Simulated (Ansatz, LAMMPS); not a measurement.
# A frame of liquid mixture of trimethyl phosphate and H2O from 300 K (170 atoms): geometry optimisation, part 2 of 2

Aim: bring a frame of liquid mixture of trimethyl phosphate and H2O from 300 K (170 atoms) to a nearby minimum of the energy and see what moves.

Ansatz 0.2.0; Kohn-Sham DFT, PBE+D4, PAW (set soft_2), plane waves.

The cell: 12 C, 50 O, 4 P and 104 H. The network of contacts between molecules at the start is that of the classical potential that made the cell. The density was typed from a rule of thumb and may lie off the real one at this temperature. The Brillouin zone is sampled at Γ only, in a cell whose shortest periodic width is 12 Å.

So far, density (g/cm³): step 5 (distances and neighbours after relaxation) 1.09.

### Step 6. Single point at the relaxed geometry

The electronic structure is read at the final geometry, in a run of its own.

File input.yaml:

```yaml
crystal:
  lattice:
    - [12.14551, 0.0, 0.0]
    - [0.0, 12.14551, 0.0]
    - [0.0, 0.0, 12.14551]
  atoms:
    - { symbol: C, position: [0.21861, 0.37107, 0.28706] }
    - { symbol: O, position: [0.10003, 0.36707, 0.30637] }
    - { symbol: P, position: [0.01594, 0.40124, 0.21386] }
    - { symbol: O, position: [0.01663, 0.33343, 0.11119] }
    - { symbol: O, position: [0.89955, 0.3906, 0.27125] }
    - { symbol: C, position: [0.87201, 0.45557, 0.36796] }
    - { symbol: O, position: [0.04086, 0.52841, 0.19422] }
    - { symbol: C, position: [0.98609, 0.58389, 0.10297] }
    - { symbol: H, position: [0.24843, 0.45378, 0.3063] }
    - { symbol: H, position: [0.25602, 0.31053, 0.34249] }
    - { symbol: H, position: [0.23766, 0.35033, 0.20129] }
    - { symbol: H, position: [0.88259, 0.54353, 0.3504] }
    - { symbol: H, position: [0.78559, 0.43758, 0.38608] }
    - { symbol: H, position: [0.92401, 0.43126, 0.43754] }
    - { symbol: H, position: [0.89637, 0.58233, 0.11387] }
    - { symbol: H, position: [0.00859, 0.54438, 0.02504] }
    - { symbol: H, position: [0.01615, 0.66875, 0.10327] }
    - { symbol: C, position: [0.92528, 0.14087, 0.39017] }
    - { symbol: O, position: [0.86053, 0.09162, 0.4777] }
    - { symbol: P, position: [0.79944, 0.97815, 0.45279] }
    - { symbol: O, position: [0.73919, 0.97524, 0.34602] }
    - { symbol: O, position: [0.88816, 0.88257, 0.45815] }
    - { symbol: C, position: [0.96372, 0.87744, 0.55158] }
    - { symbol: O, position: [0.72946, 0.96, 0.56107] }
    - { symbol: C, position: [0.63363, 0.02876, 0.58268] }
    - { symbol: H, position: [0.98004, 0.07948, 0.35242] }
    - { symbol: H, position: [0.87049, 0.17599, 0.32743] }
    - { symbol: H, position: [0.97483, 0.2051, 0.42917] }
    - { symbol: H, position: [0.02177, 0.94642, 0.54859] }
    - { symbol: H, position: [0.9177, 0.8784, 0.62918] }
    - { symbol: H, position: [0.00861, 0.79994, 0.54351] }
    - { symbol: H, position: [0.56011, 0.97763, 0.57228] }
    [... 132 atom lines left out ...]
    - { symbol: O, position: [0.42405, 0.21281, 0.42446] }
    - { symbol: H, position: [0.45946, 0.14937, 0.38794] }
    - { symbol: H, position: [0.47681, 0.27336, 0.41292] }
    - { symbol: O, position: [0.22626, 0.4061, 0.60504] }
    - { symbol: H, position: [0.29528, 0.36594, 0.62337] }
    - { symbol: H, position: [0.24828, 0.45794, 0.54725] }
kpoints:
  mp_grid: { grid: [1, 1, 1] }
hamiltonian:
  xc: pbe
  dispersion: d4
scf:
  occupations: { method: fixed }
output:
  forces: true
  stress: true
  populations: true
  dos:
    method: { smearing: { sigma: 0.1 } }
    de: 0.1
    projected: { site_lists: { C: [C], H: [H], O: [O], P: [P] } }
  eigenvalues: true
  write_density: true
  write_potential: true
  volumetric_format: npy
  elf: true
```

Command:

```
ansatz run input.yaml --threads 4 --pin off --max-ram 8192MiB --backend cpu --events-out ev --progress --plain --runs-dir out
```

It took 28 s on 4 threads of Intel Xeon Platinum 8259CL at 2.50GHz (Skylake/Cascade Lake), shared host; peak memory 2.5 GiB.

The program notes that the exchange-correlation potential is rough where the density is thin.

Numbers from this run:

```yaml
free_energy: -36087.2980 eV
free_energy_per_atom: -212.2782 eV/atom
scf_cycles: 10
pressure: -0.319 GPa
r_m_s_force_component: 0.00952 eV/Å
longest_force: 0.06314 eV/Å
fermi_energy: -2.137 eV
spacing_of_highest_filled_and_lowest_empty_level: 5.169 eV
spilling_of_the_projection: 0.01372
```

Löwdin charges by element and coordination (they lack the spilled electrons, 0.038 e an atom on average):

| element | coordination | atoms | mean charge (e) | spread | least | most |
| --- | --- | --- | --- | --- | --- | --- |
| C | all | 12 | -0.229 | 0.0028 | -0.233 | -0.223 |
| H | all | 104 | 0.327 | 0.0857 | 0.189 | 0.416 |
| O | all | 50 | -0.668 | 0.0796 | -0.810 | -0.528 |
| O | 1 | 4 | -0.806 | 0.0035 | -0.810 | -0.801 |
| O | 2 | 46 | -0.656 | 0.0713 | -0.722 | -0.528 |
| P | all | 4 | 2.16 | 0.0028 | 2.15 | 2.16 |

Density of states as counts of states in windows of 1 eV (from the Fermi level), total and the larger projections:

| from (eV) | to (eV) | total | O p | H s | C p |
| --- | --- | --- | --- | --- | --- |
| -14 | -13 | 0.0 | 0.0 | 0.0 | 0.0 |
| -13 | -12 | 1.1 | 0.4 | 0.2 | 0.0 |
| -12 | -11 | 13.2 | 3.6 | 2.9 | 0.1 |
| -11 | -10 | 9.7 | 2.0 | 2.6 | 0.1 |
| -10 | -9 | 0.0 | 0.0 | 0.0 | 0.0 |
| -9 | -8 | 2.1 | 0.6 | 0.4 | 0.4 |
| -8 | -7 | 6.1 | 1.8 | 1.1 | 1.2 |
| -7 | -6 | 65.2 | 41.0 | 16.0 | 4.2 |
| -6 | -5 | 36.1 | 20.6 | 7.9 | 5.7 |
| -5 | -4 | 37.4 | 15.4 | 7.0 | 13.0 |
| -4 | -3 | 28.0 | 19.4 | 3.2 | 2.2 |
| -3 | -2 | 49.4 | 34.0 | 5.5 | 4.6 |
| -2 | -1 | 42.8 | 32.7 | 4.0 | 3.6 |
| -1 | 0 | 79.8 | 75.8 | 1.6 | 1.2 |
| 0 | 1 | 1.0 | 1.0 | 0.0 | 0.0 |
| 1 | 4 | 0.0 | 0.0 | 0.0 | 0.0 |
| 4 | 5 | 0.1 | 0.0 | 0.0 | 0.0 |

With fixed occupations the program's Fermi level is the highest filled level; weight inside the gap is the broadening of levels at its edges.

Between -22 and -14 eV lie 100 more states.

The levels nearest the highest filled one (over half full), pooled over k-points and spins:

| level less the highest filled one (eV) | occupation |
| --- | --- |
| -0.237 | 2 |
| -0.208 | 2 |
| -0.192 | 2 |
| -0.0861 | 2 |
| -0.0242 | 2 |
| 0 | 2 |
| 5.17 | 0 |
| 5.92 | 0 |
| 5.97 | 0 |
| 6.00 | 0 |
| 6.13 | 0 |
| 6.28 | 0 |

Electrostatic potential energy in the bc plane at fractional x = 0.109, with atoms of O and P and C and H within 0.2 Å of it. With pseudopotentials it is smooth inside the atoms' cores, unlike the true potential.

Values in eV, 13 rows by 16 columns, each cell a mean:
```
  5   5   5   3 -13 -11   4   5   4   4   3  -5   2  -1  -1   3
  4   3   4  -7 -19   1   5   5   4   0  -9   0   4   3 -24 -15
  0  -4  -5   1   3   5   5   5   5  -1 -10   4   5   5 -16 -31
  4   3  -1  -1   4   5   5   5   5   4   3   4   5   5   5   4
  5   4   2 -12  -4   4   5   5   5   2 -20  -1   4   5   5   5
  5   4  -5 -31 -16   2   5   5   5   4   1   2   5   5   5   5
  5   5   3   4   5   5   5   5   5   5   5   5   5   5   5   5
  5   5   5   5   5   5   5   5   5   4   4   3   2   3   4   5
  4   4   4   5   4 -18 -18   3   4   4   3  -6 -26  -5   4   4
  4   4   4   4   4 -15 -17   1   4   4   0 -12 -24  -7   1   3
  1   3   1   3   4   1  -2   0   2   4   3   3   2  -8 -26 -14
  1   3   2   3   4   4   3   4   4   4   4   4   2 -19 -38 -24
  4   4   4   4  -5  -8   4   4   4   4   4   4  -7 -38 -13   0
```
Columns run along b (12.1 Å; values clipped at the 3rd and 97th percentile), rows up along c (12.1 Å). Atoms in or near the plane, at fractional coordinates: O at (0.37, 0.31), P at (0.91, 0.13), O at (0.83, 0.03), C at (0.77, 0.30), O at (0.94, 0.82), H at (0.91, 0.89), H at (0.65, 0.64), H at (0.25, 0.88), H at (0.31, 0.00), O at (0.23, 0.59), H at (0.63, 0.83).

ELF in the bc plane at fractional x = 0.109, with atoms of O and P and C and H within 0.2 Å of it. It is the smooth field of the valence electrons, not physical close to the nuclei.

Ten even steps from '0' (0.00) to '9' (0.99), each cell a mean:
```
0000000247886200000001243136774100
1000000367777510000124578401213542
4100121489777510000156665410049986
7324565345444200000169863200158768
7247778520000000011125532000257658
4124567520000000024431000000157777
1001356310000000013442000000013332
0000013443100000001112552110000000
0000147886310010000017986420000000
0100277558720110000015777630000000
1210378777620000000001467520000000
1220145665200000000000133100000000
0100001111000000000000000000000000
0000000000001110000000001455200000
0000000000356653000000003788510000
0000000003788885100000234567510000
0000000015885685100002788524421000
0000000002577762014301899844443200
0001465100123421367720388522354211
1003898300011112578730011001353233
2002797201333211355300000012430023
3200252001344310000000100156774224
2210000001111000000000000478567532
0000000026873000000000000378677510
```
Columns run along b (12.1 Å), rows up along c (12.1 Å). Atoms in or near the plane, at fractional coordinates: O at (0.37, 0.31), P at (0.91, 0.13), O at (0.83, 0.03), C at (0.77, 0.30), O at (0.94, 0.82), H at (0.91, 0.89), H at (0.65, 0.64), H at (0.25, 0.88), H at (0.31, 0.00), O at (0.23, 0.59), H at (0.63, 0.83).

Mean Löwdin charges: C -0.23, H +0.33, O -0.67, P +2.16 e (they miss 1.4 % of the electrons, so they add up to more than the cell's charge). The largest share in the top eV of filled states is O p (96 % of the projected weight), and in the lowest eV of empty states H s (43 % of the projected weight).

A closer look about P37, one of the 4 P atoms: 15 atoms, nearest first, numbered in the order of the input, with positions taken from that point.

| atom | x | y | z | distance (Å) | bonds | Löwdin charge (e) |
| --- | --- | --- | --- | --- | --- | --- |
| P37 | 0.00 | 0.00 | 0.00 | 0.00 | 4 | 2.16 |
| O38 | 1.15 | -0.85 | -0.39 | 1.48 | 1 | -0.80 |
| O39 | -1.29 | -0.35 | -0.85 | 1.59 | 2 | -0.53 |
| O36 | -0.49 | -0.12 | 1.51 | 1.59 | 2 | -0.54 |
| O41 | 0.27 | 1.57 | -0.15 | 1.60 | 2 | -0.54 |
| C42 | 0.95 | 2.01 | -1.36 | 2.60 | 4 | -0.23 |
| C35 | 0.52 | -0.14 | 2.56 | 2.62 | 4 | -0.23 |
| C40 | -2.57 | 0.33 | -0.63 | 2.66 | 4 | -0.23 |
| H49 | 1.93 | 1.52 | -1.44 | 2.85 | 1 | 0.20 |
| H45 | 1.19 | -0.99 | 2.39 | 2.85 | 1 | 0.20 |
| H46 | -2.42 | 1.41 | -0.65 | 2.87 | 1 | 0.20 |
| H51 | 0.34 | 1.78 | -2.24 | 2.88 | 1 | 0.20 |
| H43 | 1.05 | 0.81 | 2.61 | 2.93 | 1 | 0.22 |
| H48 | -3.00 | 0.00 | 0.32 | 3.02 | 1 | 0.20 |
| H86 | 2.00 | -1.59 | -1.67 | 3.05 | 1 | 0.40 |

The column of bonds counts only the pairs H-O within 1.21 Å, H-C within 1.34 Å, O-C within 1.73 Å, O-P within 1.98 Å; other neighbours, such as metal atoms beside each other in a compound, aren't counted, and periodic images can show an atom twice.

### Step 7. What came out

| Property | Result |
| --- | --- |
| energy change in the relaxation | -47.58 meV/atom |
| r.m.s. displacement | 0.74 Å |
| largest displacement | 1.912 Å |
| free energy per atom | -212.2782 eV/atom |
| pressure | -0.319 GPa |
| r.m.s. force component | 0.00952 eV/Å |
| gap (highest filled to lowest empty level) | 5.169 eV |
| wall time of the 3 DFT runs | 8.2 min |

What this shows: Relaxation lowers the energy by 47.6 meV/atom and moves atoms by 0.74 Å r.m.s.; the r.m.s. force component goes from 0.66 to 0.0095 eV/Å, the pressure goes from -1.2 to -0.32 GPa, and the gap from 4.84 to 5.17 eV. By the final cutoffs no bond was broken or made. First to last step the energy falls by 8.088 eV; the largest move, 1.91 Å, is that of H27. The O-C bonds change most in mean length: from 1.422 Å (spread 0.025) to 1.456 Å (spread 0.004). With the cutoffs above, all C atoms have 4, all H atoms have 1, 92 % of O atoms have 2 and all P atoms have 4 bonded neighbours. The 34 water molecules hold 3.35 hydrogen bonds each to other water on average, with a mean O–O distance of 2.78 Å. Between filled and empty levels lie 5.17 eV (at Γ alone); a semilocal functional tends to put such gaps too low. In a disordered cell it changes from sample to sample and from frame to frame.

**Limits.** The network of contacts between molecules at the start is that of the classical potential that made the cell; in DFT atoms moved by 0.74 Å r.m.s.

[Logs are printed without paths, hosts, clocks, repeated set-up lines and the standing remarks that a program may print on its own settings, such as how far it seeks lower states.]

[Hosts, paths, dates, database ids (printed as entryN), source tags and the programs' standing remarks are cut or masked in the printed files.]
